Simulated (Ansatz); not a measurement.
# armchair SiC nanoribbon (N = 4, H/H2 edges): bands by functional and under strain, part 3 of 4

What gap, if any, does the armchair SiC nanoribbon (N = 4, H/H2 edges) have, and how does it change with the functional and under strain?

Ansatz 0.2.0; DFT PBE, plane waves, PAW; relaxation of a wire's period (the session's first sound run).

So far, band gap (eV): step 3 (bands of the perfect wire, PBE) 2.45; step 4 (levels at the same atoms, level LDA, cutoff 420 eV, LDA PBE) 2.40; step 5 (another level of theory, level PBEsol, cutoff 420 eV, PBEsol PBE) 2.43; step 6 (levels at the same atoms, level r2SCAN, cutoff 500 eV, r2SCAN PBE) 2.73.

### 7. Levels at the same atoms, level HSE06, cutoff 420 eV

This step: DFT HSE06, plane waves, PAW; levels of a perfect wire at the PBE geometry (Ansatz 0.2.0).

The atoms stay at the PBE geometry and the functional changes. HSE06 mixes in a quarter of short-range exact exchange, which removes part of the self-interaction that closes gaps; it is dear, so the mesh is thinner and no path is run. Against the first PBE run of this kind, the mesh along the wire has 6 points against 15.

Input file input.yaml:

```yaml
crystal:
  lattice:
    - [13.634, 0.0, 0.0]
    - [0.0, 9.32, 0.0]
    - [0.0, 0.0, 5.4051372985]
  atoms:
    - { symbol: Si, position: [0.347482517, 0.5, 0.007301002] }
    - { symbol: Si, position: [0.568609863, 0.5, 0.005961951] }
    - { symbol: C, position: [0.34609591, 0.5, 0.330326285] }
    - { symbol: C, position: [0.57156249, 0.5, 0.332535763] }
    - { symbol: H, position: [0.751882622, 0.628312355, 0.410655581] }
    - { symbol: H, position: [0.751882622, 0.371687645, 0.410655581] }
    - { symbol: H, position: [0.275844961, 0.5, 0.42701655] }
    - { symbol: Si, position: [0.458484954, 0.5, 0.497624275] }
    - { symbol: Si, position: [0.69244678, 0.5, 0.486790108] }
    - { symbol: C, position: [0.457796125, 0.5, 0.831313915] }
    - { symbol: C, position: [0.688200075, 0.5, 0.838394262] }
    - { symbol: H, position: [0.252276498, 0.5, 0.871525306] }
    - { symbol: H, position: [0.729582441, 0.59383857, 0.905769076] }
    - { symbol: H, position: [0.729582441, 0.40616143, 0.905769076] }
kpoints:
  mp_grid: { grid: [1, 1, 6] }
scf:
  occupations: { method: fermi_dirac, width: 0.05 }
hamiltonian:
  xc: hse06
```

Launch:

```sh
$ ansatz run input.yaml --threads 8 --pin off --max-ram 16384MiB --backend cpu --events-out ev --progress --plain --runs-dir out
```

Numbers of over 12 decimals in the logs are rounded to 6 here.

The program printed:

```text
exact exchange: scf.exx.singularity resolves to wigner_seitz, which cuts the screened interaction at the faces of the exchange supercell's Wigner-Seitz cell, so that each pair interacts once, at the shortest of its separations (the periodic images that this leaves out come, for a point-like exchange hole, to about 0.005 eV on a filled level). The cut falls within the interaction's reach, and what an exchange supercel [...]
[...]
Crystal: 14 atoms, lattice volume = 686.825 Å³
[...]
E sigma→0 (E₀):  -3642.452596 eV
Fermi energy:    -1.966859 eV
[...]
--- Band table (eV) ---
  k-point 0: bands = [... 15 lower, -5.7047, -5.6668, -4.3086, -3.5973, -0.3333]
  k-point 1: bands = [... 15 lower, -5.8829, -5.7455, -4.2628, -3.9959, 0.0682]
  k-point 2: bands = [... 15 lower, -6.1662, -6.1101, -4.7876, -4.1437, -0.0128]
  k-point 3: bands = [... 15 lower, -6.5737, -5.7420, -5.3895, -4.0887, -0.1932]
  guard bands above this table: 13 of the run's 33 bands. The solve was not asked for them (output.publish_guard_bands: true or output.eigenvalues: true publishes all)
[key lines of the parts left out:]
Free energy (F): -3642.452596 eV
```

It took 16 s on 8 threads of Arm Neoverse V2, shared host; peak memory 1.4 GiB; 1.9 min of CPU time.

The gap is 3.26 eV, against 2.45 eV under PBE at the relaxed period.

### 8. Side by side

Times are for 8 threads of Arm Neoverse V2, shared host. The runs compared:

| no. | level | band gap (eV) | time | memory (GiB) |
| --- | --- | --- | --- | --- |
| 1 | LDA | 2.395 | 11 s | 1.7 |
| 2 | PBEsol | 2.426 | 10 s | 1.7 |
| 3 | r2SCAN | 2.727 | 21 s | 2.9 |
| 4 | HSE06 | 3.264 | 16 s | 1.4 |

### 9. At a strained period, period over the relaxed period 1.1, k-mesh 1×1×11

This step: DFT PBE, plane waves, PAW; relaxation at a fixed period (Ansatz 0.2.0).

The period is set to 1.1 times the relaxed one and the atoms relax within it: strain changes bond lengths and angles, which shifts the bands against each other. Against the first PBE run of this kind, the mesh along the wire has 11 points against 15.

The cell differs from the one that the last finished run ended in (c 5.405 → 5.946 Å).

Input file input.yaml:

```yaml
crystal:
  lattice:
    - [13.634, 0.0, 0.0]
    - [0.0, 9.32, 0.0]
    - [0.0, 0.0, 5.9456510284]
  atoms:
    - { symbol: Si, position: [0.347482517, 0.5, 0.007301002], spin: 0.5 }
    - { symbol: Si, position: [0.568609863, 0.5, 0.005961951] }
    - { symbol: C, position: [0.34609591, 0.5, 0.330326285], spin: 0.5 }
    - { symbol: C, position: [0.57156249, 0.5, 0.332535763] }
    - { symbol: H, position: [0.751882622, 0.628312355, 0.410655581] }
    - { symbol: H, position: [0.751882622, 0.371687645, 0.410655581] }
    - { symbol: H, position: [0.275844961, 0.5, 0.42701655] }
    - { symbol: Si, position: [0.458484954, 0.5, 0.497624275] }
    - { symbol: Si, position: [0.69244678, 0.5, 0.486790108], spin: -0.5 }
    - { symbol: C, position: [0.457796125, 0.5, 0.831313915] }
    - { symbol: C, position: [0.688200075, 0.5, 0.838394262], spin: -0.5 }
    - { symbol: H, position: [0.252276498, 0.5, 0.871525306] }
    - { symbol: H, position: [0.729582441, 0.59383857, 0.905769076] }
    - { symbol: H, position: [0.729582441, 0.40616143, 0.905769076] }
magnetization:
  spin_polarized: true
kpoints:
  mp_grid: { grid: [1, 1, 11] }
  band_path: { path: ["Γ", Z], npoints: 50 }
scf:
  occupations: { method: fermi_dirac, width: 0.05 }
hamiltonian:
  xc: pbe
relax:
  max_steps: 40
  f_tol: 0.02
output:
  stress: true
```

The program printed:

```text
Warning: output.stress: scf.convergence.dr2_threshold = 1e-7 eV (the SCF's general default) is looser than the 1.4e-9 eV advised for a printed stress (1e-10 eV for each atom of the cell: 14). What an SCF threshold leaves in a stress goes as its square root, and in the free energy as the threshold itself, and one threshold admits the most on a small cell: [figures from the program's tests cut] Every solve of this run  [...]
[...]
Crystal: 14 atoms, lattice volume = 755.507 Å³
Basis set: ecut = 420 eV, 14773 PW (Γ), exchange–correlation on 192×128×80 points (8 copies of the dense FFT grid, shifted against one another)
Bands: 34, of which v1, the nominal top of the filled ones, is band 19 counted from 1 (18 counted from 0)
Symmetry: 2 space group operations
[...]
k-points: 6 of 11 (time reversal used)
[...]
Starting moments: Σ|m| = 2 μB on 4 of 14 sites
[...]
SCF iter   1: F=—  HF=-3648.876761 eV  |F-HF|=—  |Δ(HF+E_count)|=         —  Δρ=2.95e-2 (↑2.94e-2 ↓2.95e-2)  dr2=3.70e1  dr2_m=1.82e-1  M=0.000 μB ∫|m|=0.333 μB  β_m=0.30  ethr=3.10e-3  ⟨swp⟩=8.1  Hψ=2556  notcnv=0  defer=14
[...]
SCF iter  16: F=-3638.680656 eV  HF=-3638.680656 eV  |F-HF|=2.51e-9  |Δ(HF+E_count)|=   1.11e-8  Δρ=4.87e-7 (↑4.87e-7 ↓3.75e-7)  dr2=4.35e-9  dr2_m=8.08e-10  M=-0.000 μB ∫|m|=0.000 μB  ethr=2.22e-11  ⟨swp⟩=2.0  Hψ=677  notcnv=0
[...]
SCF 1 converged in 16 iterations: F = -3638.680656 eV  dr2 = 4.35e-9
[...]
relax step   1: F+E_penalty+E_count = -3638.68065584 eV  Δ(F+E_penalty+E_count) = +0.000e0 eV  max|allowed force component| = 1.568e0 eV/Å  Δτ_max = 0.0000 Å  (16 SCF iters, dr2 threshold 1.00e-5 eV, accepted)
[...]
SCF iter   9: F=-3639.153382 eV  HF=-3639.153382 eV  |F-HF|=2.20e-8  |Δ(HF+E_count)|=   1.63e-7  Δρ=1.87e-6 (↑1.87e-6 ↓1.67e-6)  dr2=7.84e-8  dr2_m=8.68e-9  M=-0.000 μB ∫|m|=0.000 μB  ethr=9.44e-10  ⟨swp⟩=1.0  Hψ=971  notcnv=0
[...]
SCF 2 converged in 9 iterations: F = -3639.153382 eV  dr2 = 7.84e-8
[...]
relax step   2: F+E_penalty+E_count = -3639.15338214 eV  Δ(F+E_penalty+E_count) = -4.727e-1 eV  max|allowed force component| = 7.841e-1 eV/Å  Δτ_max = 0.1878 Å  (9 SCF iters, dr2 threshold 1.00e-4 eV, accepted)
SCF iter   1: F=—  HF=-3639.262270 eV  |F-HF|=—  |Δ(HF+E_count)|=         —  Δρ=2.34e-3 (↑2.31e-3 ↓2.34e-3)  dr2=1.41e-1  dr2_m=8.05e-4  M=0.000 μB ∫|m|=0.020 μB  β_m=0.30  ethr=2.55e-3  ⟨swp⟩=4.0  Hψ=1094  notcnv=0  defer=111
[...]
SCF iter   9: F=-3639.226372 eV  HF=-3639.226372 eV  |F-HF|=2.48e-9  |Δ(HF+E_count)|=   5.25e-8  Δρ=7.05e-7 (↑7.05e-7 ↓6.55e-7)  dr2=9.07e-9  dr2_m=1.75e-9  M=-0.000 μB ∫|m|=0.000 μB  ethr=1.42e-10  ⟨swp⟩=1.0  Hψ=980  notcnv=0
[...]
SCF 3 converged in 9 iterations: F = -3639.226372 eV  dr2 = 9.07e-9
[...]
relax step   3: F+E_penalty+E_count = -3639.22637168 eV  Δ(F+E_penalty+E_count) = -7.299e-2 eV  max|allowed force component| = 2.494e-1 eV/Å  Δτ_max = 0.1006 Å  (9 SCF iters, dr2 threshold 3.84e-5 eV, accepted)
[...]
relax step   4: F+E_penalty+E_count = -3639.23064508 eV  Δ(F+E_penalty+E_count) = -4.273e-3 eV  max|allowed force component| = 7.935e-2 eV/Å  Δτ_max = 0.0133 Å  (8 SCF iters, dr2 threshold 6.29e-6 eV, accepted)
[...]
relax step   5: F+E_penalty+E_count = -3639.23107340 eV  Δ(F+E_penalty+E_count) = -4.283e-4 eV  max|allowed force component| = 1.397e-2 eV/Å  Δτ_max = 0.0040 Å  (7 SCF iters, dr2 threshold 6.37e-7 eV, accepted)
[...]
SCF iter   3: F=-3639.231073 eV  HF=-3639.231073 eV  |F-HF|=1.27e-10  |Δ(HF+E_count)|=  1.77e-10  Δρ=8.72e-8 (↑8.72e-8 ↓8.59e-8)  dr2=9.67e-11  dr2_m=2.67e-11  M=0.000 μB ∫|m|=0.000 μB  ethr=1.00e-12  ⟨swp⟩=1.0  Hψ=904  notcnv=0
[...]
SCF 6 converged in 3 iterations: F = -3639.231073 eV  dr2 = 9.67e-11
relax step   6: F+E_penalty+E_count = -3639.23107340 eV  Δ(F+E_penalty+E_count) = -1.244e-9 eV  max|allowed force component| = 1.398e-2 eV/Å  Δτ_max = 0.0000 Å  (3 SCF iters, accepted)
[...]
the band table was solved once a step of the walk had ended and its energy, with any forces and stress, was formed, with the checks that follow a solve (3370 applications of the Hamiltonian). They found nothing against the state; the energy, forces and stress were not computed again (output.eigenvalues in the input reference)
[...]
SCF converged after 3 iterations
Magnetization: 0.0000 μB (19.0000 up, 19.0000 down)
Absolute magnetization: 0.0000 μB (∫|ρ↑−ρ↓|, with the PAW one-centre terms)
[...]
Per-site moments (μB) at R_I (Å): [(-1.496710391945762e-8, 0.615930), (8.86559848636513e-9, 0.756698), (8.876785986765534e-8, 0.451704), (-1.8534395878896958e-7, 0.754093), (5.712377579151169e-8, 0.619165), (5.7123775785665913e-8, 0.619165), (1.0879283836698663e-7, 0.451704), (1.269527243925848e-7, 0.743204), (4.4330656138239674e-9, 0.619165), (-4.266378239737332e-7, 0.749432), (-1.0411459309146251e-7, 0.455179), (-6.309837397477685e-8, 0.615930), (9.195405173368395e-9, 0.455179), (9.195405168567723e-9, 0.455179)]
Free energy (F): -3639.231073 eV
[...]
Internal energy: -3639.231073 eV  (E = F + TS)
E sigma→0 (E₀):  -3639.231073 eV
Fermi energy:    -2.387087 eV
[...]
--- Forces (eV/Å), atoms counted from 1 ---
  atom   1  Si     0.00292620     0.00000000     0.00165839
  atom   2  Si     0.00535377     0.00000000     0.00879858
  atom   3  C      0.01397521     0.00000000     0.00848617
  atom   4  C      0.00310920     0.00000000    -0.00668241
  atom   5  H      0.00138968    -0.00066224    -0.00159592
  atom   6  H      0.00138968     0.00066224    -0.00159592
  atom   7  H     -0.01115884     0.00000000    -0.00730405
  atom   8  Si    -0.00291263     0.00000000     0.00422235
  atom   9  Si    -0.00844976     0.00000000     0.00203933
  atom  10  C     -0.00420644     0.00000000    -0.01031389
  atom  11  C     -0.00010317     0.00000000    -0.00447044
  atom  12  H     -0.00259684     0.00000000     0.00201287
  atom  13  H      0.00064046     0.00453401     0.00237565
  atom  14  H      0.00064046    -0.00453401     0.00237565
  max |Σ_I F_I| component: 6.36e-6 eV/Å
--- Stress (GPa, compression-positive) ---
        0.000496       0.000000      -0.000394
        0.000000       0.011107       0.000000
       -0.000394       0.000000      -4.573483
  P = ⅓ Tr σ = -1.5206 GPa (-15.206 kbar)
--- Band table (eV; the first three rows and the last of 12) ---
  k-point 0 ↑: bands = [... 15 lower, -5.4104, -4.8949, -3.7518, -3.5123, -1.2893, -0.2044, -0.1398, 0.9026, ... 11 higher]
  k-point 1 ↑: bands = [... 15 lower, -5.4762, -4.9224, -3.7472, -3.6128, -1.1558, -0.2457, -0.1295, 0.8990, ... 11 higher]
  k-point 2 ↑: bands = [... 15 lower, -5.6488, -5.0073, -3.8932, -3.6961, -0.8203, -0.3499, -0.0811, 0.7708, ... 11 higher]
  k-point 5 ↓: bands = [... 15 lower, -5.5347, -5.1990, -4.7779, -3.6040, -0.6642, 0.0751, 0.3172, 0.4972, ... 11 higher]
--- Relaxed structure (6 steps of the walk, 6 accepted, 0 SCFs on fresh bases) ---
  F+E_penalty+E_count = -3639.23107340 eV   max|allowed force component| = 1.398e-2 eV/Å
  atoms:
    - { symbol: Si, position: [0.355170, 0.500000, 0.017132] }
    - { symbol: Si, position: [0.567670, 0.500000, 0.00997983] }
    - { symbol: C, position: [0.354632, 0.500000, 0.318494] }
    - { symbol: C, position: [0.570944, 0.500000, 0.322932] }
    - { symbol: H, position: [0.748458, 0.628600, 0.442560] }
    - { symbol: H, position: [0.748458, 0.371400, 0.442560] }
    - { symbol: H, position: [0.280046, 0.500000, 0.386818] }
    - { symbol: Si, position: [0.460902, 0.500000, 0.498612] }
    - { symbol: Si, position: [0.686533, 0.500000, 0.496715] }
    - { symbol: C, position: [0.459411, 0.500000, 0.826778] }
    - { symbol: C, position: [0.681770, 0.500000, 0.827920] }
    - { symbol: H, position: [0.254864, 0.500000, 0.916317] }
    - { symbol: H, position: [0.726436, 0.593550, 0.877412] }
    - { symbol: H, position: [0.726436, 0.406450, 0.877412] }
```

Run time: 46 s. Hardware: 8 threads; peak memory 2.4 GiB.

Step by step:

| step | energy less that of the first step (eV) | largest force component (eV/Å) |
| --- | --- | --- |
| 1 | 0.0000 | 1.5676 |
| 2 | -0.4727 | 0.7841 |
| 3 | -0.5457 | 0.2494 |
| 4 | -0.5500 | 0.0793 |
| 5 | -0.5504 | 0.0140 |
| 6 | -0.5504 | 0.0140 |

The run keeps the 2 symmetry operations that it works with, so distortions that break them were not tested.

The atoms that moved most (Å):

| atom | dx | dy | dz | length |
| --- | --- | --- | --- | --- |
| H12 | 0.035 | 0.000 | 0.266 | 0.269 |
| H7 | 0.057 | 0.000 | -0.239 | 0.246 |
| H6 | -0.047 | -0.003 | 0.190 | 0.195 |
| H5 | -0.047 | 0.003 | 0.190 | 0.195 |
| H13 | -0.043 | -0.003 | -0.169 | 0.174 |
| H14 | -0.043 | 0.003 | -0.169 | 0.174 |
| C3 | 0.116 | 0.000 | -0.070 | 0.136 |
| Si1 | 0.105 | 0.000 | 0.058 | 0.120 |

Final coordinates:

```cif
data_structure
_symmetry_space_group_name_H-M 'P 1'
_symmetry_Int_Tables_number 1
_cell_length_a 13.6340
_cell_length_b 9.3200
_cell_length_c 5.9457
_cell_angle_alpha 90.000
_cell_angle_beta 90.000
_cell_angle_gamma 90.000
_cell_volume 755.51
loop_
_atom_site_label
_atom_site_type_symbol
_atom_site_fract_x
_atom_site_fract_y
_atom_site_fract_z
_atom_site_occupancy
Si1 Si 0.35517 0.50000 0.01713 1
Si2 Si 0.56767 0.50000 0.00998 1
C3 C 0.35463 0.50000 0.31849 1
C4 C 0.57094 0.50000 0.32293 1
H5 H 0.74846 0.62860 0.44256 1
H6 H 0.74846 0.37140 0.44256 1
H7 H 0.28005 0.50000 0.38682 1
Si8 Si 0.46090 0.50000 0.49861 1
Si9 Si 0.68653 0.50000 0.49672 1
C10 C 0.45941 0.50000 0.82678 1
C11 C 0.68177 0.50000 0.82792 1
H12 H 0.25486 0.50000 0.91632 1
H13 H 0.72644 0.59355 0.87741 1
H14 H 0.72644 0.40645 0.87741 1
```

Numbers from this step:

```yaml
band_gap: 2.223 eV
```

The electronic bands at the labelled points (eV, zero at the Fermi level):

| point | up 18 | up 19 | up 20 | up 21 | down 18 | down 19 | down 20 | down 21 |
| --- | --- | --- | --- | --- | --- | --- | --- | --- |
| Γ | -1.36 | -1.13 | 1.10 | 2.18 | -1.36 | -1.13 | 1.10 | 2.18 |
| halfway | -1.74 | -1.28 | 1.87 | 1.96 | -1.74 | -1.28 | 1.87 | 1.96 |
| Z | -2.44 | -1.21 | 1.71 | 2.46 | -2.44 | -1.21 | 1.71 | 2.46 |

The gap is 2.22 eV, against 2.45 eV under PBE at the relaxed period, with no moment.

(Part 3 of 4 ends here.)

[Logs are printed without paths, hosts, clocks, repeated set-up lines and the standing remarks that a program may print on its own settings, such as how far it seeks lower states.]

[Hosts, paths, dates, database ids (printed as entryN), source tags and the programs' standing remarks are cut or masked in the printed files.]
